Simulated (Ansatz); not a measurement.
# Optical response of Co3HgP (model structure)

What colour and refractive index does Co3HgP (model structure) have at this level of theory? This is a made-up structure; whether it can be made isn't tested. It was built so: All Cd replaced by Hg and N replaced by P in the Pm-3m structure of CdCo3N.

Method: DFT, PBE, plane-wave PAW, default files, scalar-relativistic, independent-particle optical response without local fields, in Ansatz 0.2.0.

### Step 1. Starting point

The structure is cubic, space group Pm-3m (No. 221). The conventional cell has a = 3.982 Å, b = 3.982 Å, c = 3.982 Å, α = 90.00°, β = 90.00°, γ = 90.00°. Hg has 12 Co at 2.82 Å nearest. Nearest to Co lie 2 P at 1.99 Å and 8 Co at 2.82 Å and 4 Hg at 2.82 Å. Nearest to P lie 6 Co at 1.99 Å. Farther neighbours, and contacts between anions beyond the nearest, are not listed.

### Step 2. Relaxation

Spectra hang on bond lengths, so the cell is first brought to its minimum.

This step: DFT, PBE, plane-wave PAW, default files, scalar-relativistic, relaxation (Ansatz 0.2.0).

Contents of input.yaml:

```yaml
crystal:
  lattice:
    - [3.98184105, 0.0, 0.0]
    - [0.0, 3.98184105, 0.0]
    - [0.0, 0.0, 3.98184105]
  atoms:
    - { symbol: Hg, position: [0.0, 0.0, 0.0] }
    - { symbol: Co, position: [0.5, 0.5, 0.0], spin: 2.0 }
    - { symbol: Co, position: [0.5, 0.0, 0.5], spin: 2.0 }
    - { symbol: Co, position: [0.0, 0.5, 0.5], spin: 2.0 }
    - { symbol: P, position: [0.5, 0.5, 0.5] }
magnetization:
  spin_polarized: true
kpoints:
  mp_grid: { grid: [6, 6, 6] }
scf:
  occupations: { method: fermi_dirac, width: 0.05 }
hamiltonian:
  xc: pbe
  pseudopotentials: { kind: paw }
output:
  forces: true
  stress: true
relax:
  f_tol: 0.02
  max_steps: 50
  cell: {}
```

Started as:

```sh
$ ansatz run input.yaml --threads 2 --pin off --max-ram 5120MiB --backend cpu --events-out ev --progress --plain --runs-dir out
```

What it wrote:

```text
Engine: ansatz 0.2.0, x86_64-unknown-linux-gnu
Pseudopotentials: kind: paw
Pseudopotential: Hg, paw, valence charge 20, recommended cutoff 420 eV (normal), Hg.paw.azcp
Pseudopotential: Co, paw, valence charge 17, recommended cutoff 420 eV (normal), Co.paw.azcp
Pseudopotential: P, paw, valence charge 5, recommended cutoff 420 eV (normal), P.paw.azcp
Functional definition: PBE
  parameter kappa = 0.804
  parameter beta = 0.066725
  exchange = pbe_x(kappa = kappa, mu = beta*pi^2/3)
  correlation = pbe_c(beta = beta)
Crystal: 5 atoms, lattice volume = 63.132 Å³
Basis set: ecut = 420 eV, 1237 PW (Γ), exchange–correlation on 54×54×54 points (8 copies of the dense FFT grid, shifted against one another)
Bands: 50, of which v1, the nominal top of the filled ones, is band 38 counted from 1 (37 counted from 0)
Symmetry: 48 space group operations
Space group: Pm-3m (ITA 221), of the structure as read, at distance tolerance 4.0e-5 Å
Magnetic group: BNS 221.92 (UNI 1594), of the structure as read, at distance tolerance 4.0e-5 Å
k-points: 20 of 216
Non-local potential: Hg, projectors of the file, l = 0: 3, l = 1: 2, l = 2: 2, l = 3: 1
Non-local potential: Co, projectors of the file, l = 0: 3, l = 1: 2, l = 2: 3, l = 3: 1
Non-local potential: P, projectors of the file, l = 0: 2, l = 1: 2, l = 2: 2
PAW form: soft (Blöchl's): semilocal exchange-correlation on the pseudo side does not see the compensation charge
PAW one-centre angular grid: Hg, 590 points (default); XC on 64 Gauss nodes
PAW one-centre angular grid: Co, 590 points (default); XC on 64 Gauss nodes
PAW one-centre angular grid: P, 110 points (default); XC on 64 Gauss nodes
Initial density: superposition of atomic densities (chi_scale 0.1, normalization cell)
Starting moments: Σ|m| = 6 μB on 3 of 5 sites
Initial wavefunctions: pseudopotential atomic-orbital guess
Functional: x = pbe(κ = 0.804, μ = 0.219515), c = pbe(β = 0.066725)
SCF iter   1: F=—  HF=-29941.980179 eV  |F-HF|=—  |Δ(HF+E_count)|=         —  Δρ=5.33e-2 (↑5.33e-2 ↓4.64e-2)  dr2=8.91e0  dr2_m=3.17e-1  M=4.644 μB ∫|m|=5.192 μB  β_m=0.30  ethr=3.10e-3  ⟨swp⟩=7.0  Hψ=8326  notcnv=0  defer=8
Mixer restart at iter 1: flushing history
preconditioner: auto → Kerker (q_TF=auto, 2.814 Å⁻¹)  [metal: Δε(μ)=0.023 eV  Ē_g=9.565 eV  σ=0.050 eV  W_gap=0.12  n_scr=26 (ndim 8)  ℏωp=31.0 eV  f_vac=0.000  D(μ)=6.89/eV (n_scr^D=80)]
spin=Collinear: Kerker preconditioning applied to the charge; magnetization (m = ρ↑ − ρ↓) channel mixes plain (no charge-response kernel on spin).
SCF iter   2: F=—  HF=-29942.030176 eV  |F-HF|=—  |Δ(HF+E_count)|=   5.00e-2  Δρ=3.97e-2 (↑3.00e-2 ↓3.97e-2)  dr2=5.19e0  dr2_m=2.72e-1  M=4.463 μB ∫|m|=4.945 μB  β_m=0.52  ethr=3.10e-3  ⟨swp⟩=2.4  Hψ=2616  notcnv=0  defer=151
SCF iter   3: F=—  HF=-29944.994965 eV  |F-HF|=—  |Δ(HF+E_count)|=    2.96e0  Δρ=3.27e-2 (↑2.54e-2 ↓3.27e-2)  dr2=1.54e0  dr2_m=3.79e-1  M=3.939 μB ∫|m|=4.367 μB  β_m=0.56  ethr=3.10e-3  ⟨swp⟩=2.9  Hψ=3160  notcnv=0  defer=151
SCF iter   4: F=—  HF=-29945.599182 eV  |F-HF|=—  |Δ(HF+E_count)|=   6.04e-1  Δρ=4.21e-2 (↑1.47e-2 ↓4.21e-2)  dr2=9.03e-1  dr2_m=4.21e-1  M=3.161 μB ∫|m|=3.646 μB  β_m=0.47  ethr=2.02e-3  ⟨swp⟩=2.3  Hψ=2625  notcnv=0  defer=144
SCF iter   5: F=—  HF=-29945.831351 eV  |F-HF|=—  |Δ(HF+E_count)|=   2.32e-1  Δρ=3.18e-2 (↑3.18e-2 ↓1.02e-2)  dr2=3.77e-1  dr2_m=1.27e-1  M=2.533 μB ∫|m|=2.969 μB  β_m=0.86  ethr=1.19e-3  ⟨swp⟩=3.1  Hψ=3391  notcnv=0  defer=143
SCF iter   6: F=—  HF=-29945.826785 eV  |F-HF|=—  |Δ(HF+E_count)|=   4.57e-3  Δρ=1.12e-2 (↑1.12e-2 ↓7.72e-3)  dr2=1.17e-2  dr2_m=4.65e-2  M=2.386 μB ∫|m|=2.735 μB  β_m=0.85  ethr=4.95e-4  ⟨swp⟩=2.2  Hψ=3019  notcnv=0  defer=146
SCF iter   7: F=—  HF=-29945.847016 eV  |F-HF|=—  |Δ(HF+E_count)|=         —  Δρ=1.22e-2 (↑4.29e-3 ↓1.22e-2)  dr2=2.50e-2  dr2_m=3.85e-2  M=2.078 μB ∫|m|=2.355 μB  β_m=0.85  ethr=1.54e-5  ⟨swp⟩=2.2  Hψ=3823  notcnv=0  defer=149
Mixer restart at iter 7: flushing history
SCF iter   8: F=—  HF=-29945.850882 eV  |F-HF|=—  |Δ(HF+E_count)|=   3.87e-3  Δρ=7.23e-3 (↑7.23e-3 ↓1.95e-3)  dr2=8.84e-3  dr2_m=1.10e-2  M=2.012 μB ∫|m|=2.274 μB  β_m=0.92  ethr=1.54e-5  ⟨swp⟩=2.1  Hψ=3816  notcnv=0  defer=147
SCF iter   9: F=—  HF=-29945.856719 eV  |F-HF|=—  |Δ(HF+E_count)|=   5.84e-3  Δρ=7.37e-3 (↑3.82e-3 ↓7.37e-3)  dr2=4.21e-2  dr2_m=2.00e-3  M=1.978 μB ∫|m|=2.230 μB  β_m=0.77  ethr=1.16e-5  ⟨swp⟩=2.1  Hψ=4125  notcnv=0  defer=152
SCF iter  10: F=—  HF=-29945.845470 eV  |F-HF|=—  |Δ(HF+E_count)|=   1.12e-2  Δρ=1.21e-3 (↑1.21e-3 ↓6.33e-4)  dr2=1.16e-3  dr2_m=5.28e-5  M=1.949 μB ∫|m|=2.196 μB  β_m=0.89  ethr=1.16e-5  ⟨swp⟩=2.0  Hψ=3818  notcnv=0  defer=149
SCF iter  11: F=—  HF=-29945.845407 eV  |F-HF|=—  |Δ(HF+E_count)|=   6.26e-5  Δρ=3.17e-4 (↑3.17e-4 ↓6.41e-5)  dr2=3.62e-5  dr2_m=1.97e-5  M=1.945 μB ∫|m|=2.190 μB  β_m=0.85  ethr=1.52e-6  ⟨swp⟩=2.0  Hψ=2348  notcnv=0  defer=149
SCF iter  12: F=—  HF=-29945.845492 eV  |F-HF|=—  |Δ(HF+E_count)|=   8.51e-5  Δρ=8.70e-5 (↑2.25e-5 ↓8.70e-5)  dr2=1.75e-6  dr2_m=1.60e-6  M=1.941 μB ∫|m|=2.185 μB  β_m=0.92  ethr=4.77e-8  ⟨swp⟩=2.0  Hψ=3494  notcnv=0  defer=149
SCF iter  13: F=—  HF=-29945.845493 eV  |F-HF|=—  |Δ(HF+E_count)|=   5.03e-7  Δρ=2.15e-5 (↑2.15e-5 ↓1.93e-5)  dr2=1.73e-8  dr2_m=2.32e-7  M=1.940 μB ∫|m|=2.183 μB  β_m=0.96  ethr=2.30e-9  ⟨swp⟩=2.2  Hψ=2998  notcnv=0  defer=149
SCF iter  14: F=—  HF=-29945.845493 eV  |F-HF|=—  |Δ(HF+E_count)|=   1.22e-8  Δρ=9.99e-6 (↑7.63e-6 ↓9.99e-6)  dr2=2.93e-9  dr2_m=4.46e-8  M=1.939 μB ∫|m|=2.183 μB  β_m=0.98  ethr=2.27e-11  ⟨swp⟩=2.3  Hψ=3549  notcnv=0  defer=149
SCF iter  15: F=-29945.845493 eV  HF=-29945.845493 eV  |F-HF|=1.02e-10  |Δ(HF+E_count)|=  6.29e-10  Δρ=1.73e-6 (↑1.03e-6 ↓1.73e-6)  dr2=3.26e-10  dr2_m=1.05e-9  M=1.939 μB ∫|m|=2.183 μB  ethr=3.85e-12  ⟨swp⟩=1.2  Hψ=5234  notcnv=0
SCF 1 converged in 15 iterations: F = -29945.845493 eV  dr2 = 3.26e-10
  greatest PAW one-centre occupation: 1.002 electrons in one spin orbital (limit 2), on the Co atom at site 1 (counted from 0), in its partial waves of l = 1
relax step   1: F+E_penalty+E_count = -29945.84549275 eV  Δ(F+E_penalty+E_count) = +0.000e0 eV  max|allowed force component| = 1.369e-28 eV/Å  Δτ_max = 0.0000 Å  P = +25.726 GPa  Ω = 63.132 Å³  (15 SCF iters, dr2 threshold 1.00e-7 eV, accepted)
Crystal: 5 atoms, lattice volume = 70.899 Å³
Basis set: ecut = 420 eV, 1357 PW (Γ), exchange–correlation on 54×54×54 points (8 copies of the dense FFT grid, shifted against one another)
Initial density: handed on by an earlier stage of this run
[...]
SCF iter   8: F=—  HF=-29946.507074 eV  |F-HF|=—  |Δ(HF+E_count)|=   3.38e-6  Δρ=5.00e-6 (↑3.53e-6 ↓5.00e-6)  dr2=1.14e-8  dr2_m=6.44e-9  M=2.501 μB ∫|m|=2.856 μB  β_m=0.90  ethr=7.69e-9  ⟨swp⟩=2.1  Hψ=3188  notcnv=0
SCF iter   9: F=-29946.507074 eV  HF=-29946.507074 eV  |F-HF|=1.23e-7  |Δ(HF+E_count)|=   6.58e-8  Δρ=1.06e-5 (↑5.89e-6 ↓1.06e-5)  dr2=1.48e-7  dr2_m=4.26e-9  M=2.501 μB ∫|m|=2.856 μB  ethr=1.50e-11  ⟨swp⟩=1.8  Hψ=6016  notcnv=0
SCF 3 converged in 9 iterations: F = -29946.507074 eV  dr2 = 1.48e-7
relax step   3: F+E_penalty+E_count = -29946.50707377 eV  Δ(F+E_penalty+E_count) = -1.389e-2 eV  max|allowed force component| = 3.004e-28 eV/Å  Δτ_max = 0.0000 Å  P = +0.583 GPa  Ω = 72.162 Å³  energy of the carried Pulay correction = -6.583e-3 eV  (9 SCF iters, dr2 threshold 5.00e-7 eV, accepted)
[...]
relax step   4: F+E_penalty+E_count = -29946.50741830 eV  Δ(F+E_penalty+E_count) = -3.445e-4 eV  max|allowed force component| = 2.691e-29 eV/Å  Δτ_max = 0.0000 Å  P = +0.022 GPa  Ω = 72.449 Å³  energy of the carried Pulay correction = -6.778e-3 eV  (8 SCF iters, dr2 threshold 5.00e-7 eV, accepted)
[...]
relax step   5: F+E_penalty+E_count = -29946.52434571 eV  Δ(F+E_penalty+E_count) = -1.693e-2 eV  max|allowed force component| = 4.759e-29 eV/Å  Δτ_max = 0.0000 Å  P = +0.554 GPa  Ω = 72.449 Å³  stress off target by 5.54e-1 GPa  SCF on the basis re-selected at this cell (its energy is not comparable with the rows above)  (12 SCF iters)
[...]
relax step   6: F+E_penalty+E_count = -29946.52470297 eV  Δ(F+E_penalty+E_count) = -3.573e-4 eV  max|allowed force component| = 3.434e-29 eV/Å  Δτ_max = 0.0000 Å  P = +0.052 GPa  Ω = 72.734 Å³  energy of the carried Pulay correction = -1.784e-4 eV  (8 SCF iters, dr2 threshold 5.00e-7 eV, accepted)
[...]
relax step   7: F+E_penalty+E_count = -29946.52468947 eV  Δ(F+E_penalty+E_count) = +1.350e-5 eV  max|allowed force component| = 2.348e-29 eV/Å  Δτ_max = 0.0000 Å  P = +0.003 GPa  Ω = 72.762 Å³  energy of the carried Pulay correction = -1.967e-4 eV  (8 SCF iters, dr2 threshold 6.74e-9 eV, accepted)
iter 1 solved again at ethr=1.54e-7 eV; its pass at ethr=3.10e-3 eV (dr2=1.17e-4 eV) is discarded
SCF iter   1: F=—  HF=-29946.524853 eV  |F-HF|=—  |Δ(HF+E_count)|=         —  Δρ=1.59e-5 (↑1.01e-5 ↓1.59e-5)  dr2=1.21e-7  dr2_m=8.77e-9  M=2.539 μB ∫|m|=2.901 μB  β_m=0.65  ethr=1.54e-7  ⟨swp⟩=3.8  Hψ=13765  notcnv=0
preconditioner: auto → Kerker (q_TF=auto, 2.214 Å⁻¹)  [metal: Δε(μ)=0.042 eV  Ē_g=9.170 eV  σ=0.050 eV  W_gap=0.20  n_scr=18 (ndim 8)  ℏωp=28.9 eV  f_vac=0.000  D(μ)=4.95/eV (n_scr^D=56)]
spin=Collinear: Kerker preconditioning applied to the charge; magnetization (m = ρ↑ − ρ↓) channel mixes plain (no charge-response kernel on spin).
SCF iter   2: F=—  HF=-29946.524863 eV  |F-HF|=—  |Δ(HF+E_count)|=   1.08e-5  Δρ=3.91e-6 (↑2.87e-6 ↓3.91e-6)  dr2=2.24e-9  dr2_m=3.91e-9  M=2.539 μB ∫|m|=2.901 μB  β_m=0.58  ethr=1.59e-10  ⟨swp⟩=2.7  Hψ=3693  notcnv=0
SCF iter   3: F=—  HF=-29946.524863 eV  |F-HF|=—  |Δ(HF+E_count)|=   8.95e-9  Δρ=1.91e-6 (↑1.91e-6 ↓1.40e-6)  dr2=2.43e-9  dr2_m=1.01e-10  M=2.539 μB ∫|m|=2.901 μB  β_m=0.53  ethr=2.95e-12  ⟨swp⟩=2.9  Hψ=3824  notcnv=0
SCF iter   4: F=—  HF=-29946.524863 eV  |F-HF|=—  |Δ(HF+E_count)|=  6.62e-10  Δρ=1.21e-6 (↑4.80e-7 ↓1.21e-6)  dr2=1.55e-9  dr2_m=1.14e-10  M=2.539 μB ∫|m|=2.901 μB  β_m=0.76  ethr=2.95e-12  ⟨swp⟩=2.0  Hψ=3497  notcnv=0
SCF iter   5: F=—  HF=-29946.524863 eV  |F-HF|=—  |Δ(HF+E_count)|=   4.03e-9  Δρ=1.78e-6 (↑4.68e-7 ↓1.78e-6)  dr2=2.74e-9  dr2_m=3.28e-10  M=2.539 μB ∫|m|=2.900 μB  β_m=0.88  ethr=2.04e-12  ⟨swp⟩=1.5  Hψ=2085  notcnv=0
SCF iter   6: F=—  HF=-29946.524863 eV  |F-HF|=—  |Δ(HF+E_count)|=   2.59e-9  Δρ=1.42e-6 (↑2.36e-7 ↓1.42e-6)  dr2=1.39e-9  dr2_m=3.11e-10  M=2.539 μB ∫|m|=2.900 μB  β_m=0.94  ethr=2.04e-12  ⟨swp⟩=2.0  Hψ=2579  notcnv=0
SCF iter   7: F=—  HF=-29946.524863 eV  |F-HF|=—  |Δ(HF+E_count)|=   1.16e-9  Δρ=1.90e-7 (↑1.06e-7 ↓1.90e-7)  dr2=4.71e-11  dr2_m=4.61e-12  M=2.539 μB ∫|m|=2.900 μB  β_m=0.95  ethr=1.84e-12  ⟨swp⟩=2.2  Hψ=3021  notcnv=0
SCF iter   8: F=—  HF=-29946.524863 eV  |F-HF|=—  |Δ(HF+E_count)|=  7.28e-12  Δρ=7.59e-8 (↑3.97e-8 ↓7.59e-8)  dr2=6.04e-12  dr2_m=8.57e-13  M=2.539 μB ∫|m|=2.900 μB  β_m=0.97  ethr=1.00e-12  ⟨swp⟩=1.0  Hψ=2000  notcnv=0
SCF iter   9: F=-29946.524863 eV  HF=-29946.524863 eV  |F-HF|=2.91e-11  |Δ(HF+E_count)|=  1.09e-11  Δρ=1.51e-7 (↑6.72e-8 ↓1.51e-7)  dr2=2.49e-11  dr2_m=1.35e-12  M=2.539 μB ∫|m|=2.900 μB  ethr=1.00e-12  ⟨swp⟩=3.0  Hψ=6129  notcnv=0
SCF 8 converged in 9 iterations: F = -29946.524863 eV  dr2 = 2.49e-11
relax step   8: F+E_penalty+E_count = -29946.52486332 eV  Δ(F+E_penalty+E_count) = -1.739e-4 eV  max|allowed force component| = 3.921e-29 eV/Å  Δτ_max = 0.0000 Å  P = -0.002 GPa  Ω = 72.762 Å³  stress off target by 1.60e-3 GPa  SCF on the basis re-selected at this cell (its energy is not comparable with the rows above)  (9 SCF iters)
basis re-selected at this cell: Δ(F+E_penalty+E_count) = -1.739e-4 eV, ΔP = -0.004 GPa vs the last step (what re-selecting the basis moved, of the pressure what is left beyond the Pulay correction that the steps carried, after the strain that the cell walked since its last selection, with what the two solves' SCF thresholds leave and, on support functions, any second-order correction that the steps lacked; it is no m [...]
SCF converged after 9 iterations
Magnetization: 2.5388 μB (39.2694 up, 36.7306 down)
Absolute magnetization: 2.9003 μB (∫|ρ↑−ρ↓|, with the PAW one-centre terms)
Spin contamination: 0.0549 ħ² per cell (⟨S²⟩ above its minimum at these occupations)
Per-site moments (μB) at R_I (Å): [(-0.037733, 1.217709), (0.863013, 0.861051), (0.863013, 0.861051), (0.863013, 0.861051), (-0.019467, 0.861051)]
Free energy (F): -29946.524863 eV
Harris-Foulkes:  -29946.524863 eV  (|F-HF|=2.91e-11)
Internal energy: -29946.483776 eV  (E = F + TS)
E sigma→0 (E₀):  -29946.504319 eV
Entropy (-TS):   -0.041088 eV (-8.218 meV/atom)
Fermi energy:    15.017905 eV
--- Per-component energies (eV) ---
  E_band       = -1244.407839
  E_kinetic    = 2037.797495
  E_local      = -12443.070991  (includes V_loc(G=0)·N_el)
  E_nonlocal   = 1491.152457
  E_hartree    = 5271.230093
  E_xc         = -757.122572
  E_vxc        = -936.224264  (∫ρ·V_xc dr)
  E_paw        = -15072.080341  (= ΣΔE_a)
  E_vpaw       = -1936.523309  (= ΣTr[D̂ρ^β])
  E_aug_tail   = 0.001206  (compensation charges beyond the density's cutoff)
  E_ewald      = -10474.391123
  E_smearing   = -0.041088  (= −TS)
  E_closure    = 0.000000  (closes the sum)
  Σ components = -29946.524863   (vs F -29946.524863, Δ=0.00e0)
--- Forces (eV/Å), atoms counted from 1 ---
  atom   1  Hg     0.00000000    -0.00000000    -0.00000000
  atom   2  Co    -0.00000000    -0.00000000     0.00000000
  atom   3  Co     0.00000000    -0.00000000     0.00000000
  atom   4  Co     0.00000000    -0.00000000     0.00000000
  atom   5  P      0.00000000     0.00000000     0.00000000
  max |Σ_I F_I| component: 5.64e-29 eV/Å
--- Stress (GPa, compression-positive) ---
       -0.001605       0.000000       0.000000
        0.000000      -0.001605       0.000000
        0.000000       0.000000      -0.001605
  P = ⅓ Tr σ = -0.0016 GPa (-0.016 kbar)
--- Relaxed structure (6 steps of the walk, 6 accepted, 2 SCFs on fresh bases) ---
  F+E_penalty+E_count = -29946.52486332 eV   max|allowed force component| = 3.921e-29 eV/Å   (the final SCF, on the basis selected at the relaxed cell)
  cell:  # Å, volume = 72.7619 Å³
    - [4.174791, 0, 0]
    - [0, 4.174791, 0]
    - [0, 0, 4.174791]
  atoms:
    - { symbol: Hg, position: [0, 0, 0] }
    - { symbol: Co, position: [0.5, 0.5, 0] }
    - { symbol: Co, position: [0.5, 0, 0.5] }
    - { symbol: Co, position: [0, 0.5, 0.5] }
    - { symbol: P, position: [0.5, 0.5, 0.5] }
```

Elapsed: 30 s, on 2 threads of Intel Xeon 6975P-C (Granite Rapids), shared host; peak memory 0.51 GiB; 53 s of CPU time.

Reading the cycles: dr2 is the Hartree energy of the density residual (eV), the measure of convergence; HF is the Harris–Foulkes estimate of the energy, which meets the free energy F at convergence.

The steps of the relaxation:

| step | energy less that of the first step (eV) | largest force component (eV/Å) | pressure (GPa) | volume (Å³) |
| --- | --- | --- | --- | --- |
| 1 | 0.0000 | 0.0000 | 25.73 | 63.13 |
| 2 | -0.6477 | 0.0000 | 3.21 | 70.90 |
| 3 | -0.6616 | 0.0000 | 0.58 | 72.16 |
| 4 | -0.6619 | 0.0000 | 0.02 | 72.45 |
| 5* | -0.6789 | 0.0000 | 0.55 | 72.45 |
| 6 | -0.6792 | 0.0000 | 0.05 | 72.73 |
| 7 | -0.6792 | 0.0000 | 0.00 | 72.76 |
| 8* | -0.6794 | 0.0000 | 0.00 | 72.76 |

Relaxation steps marked * repeat the geometry before them on a plane-wave basis chosen anew for their cell, so energy and pressure can jump there.

Forces are held to the 48 operations that the program found; a distortion that breaks them can't arise in this run.

| conventional cell, symmetrised | before | after | change |
| --- | --- | --- | --- |
| a (Å) | 3.982 | 4.175 | +4.8 % |
| b (Å) | 3.982 | 4.175 | +4.8 % |
| c (Å) | 3.982 | 4.175 | +4.8 % |
| volume (Å³/atom) | 12.63 | 14.55 | +15.3 % |

The relaxed structure:

```xyz
5
Lattice="4.1748 0.0000 0.0000 0.0000 4.1748 0.0000 0.0000 0.0000 4.1748" Properties=species:S:1:pos:R:3 pbc="T T T"
Hg    0.0000    0.0000    0.0000
Co    2.0874    2.0874    0.0000
Co    2.0874    0.0000    2.0874
Co    0.0000    2.0874    2.0874
P     2.0874    2.0874    2.0874
```

The relaxation ends with a pressure of 0.00 GPa.

[end of part 1 of 2]

[Long decimals in the printed logs are rounded to 6 places.]

[Logs are printed without paths, hosts, clocks, repeated set-up lines and the standing remarks that a program may print on its own settings, such as how far it seeks lower states.]

[Hosts, paths, dates, database ids (printed as entryN), source tags and the programs' standing remarks are cut or masked in the printed files.]

[Where the starting crystal was built by hand or by swapping elements, it need not be the compound's stable phase.]

[The count of steps not shown may lack steps that the program refused or didn't finish.]
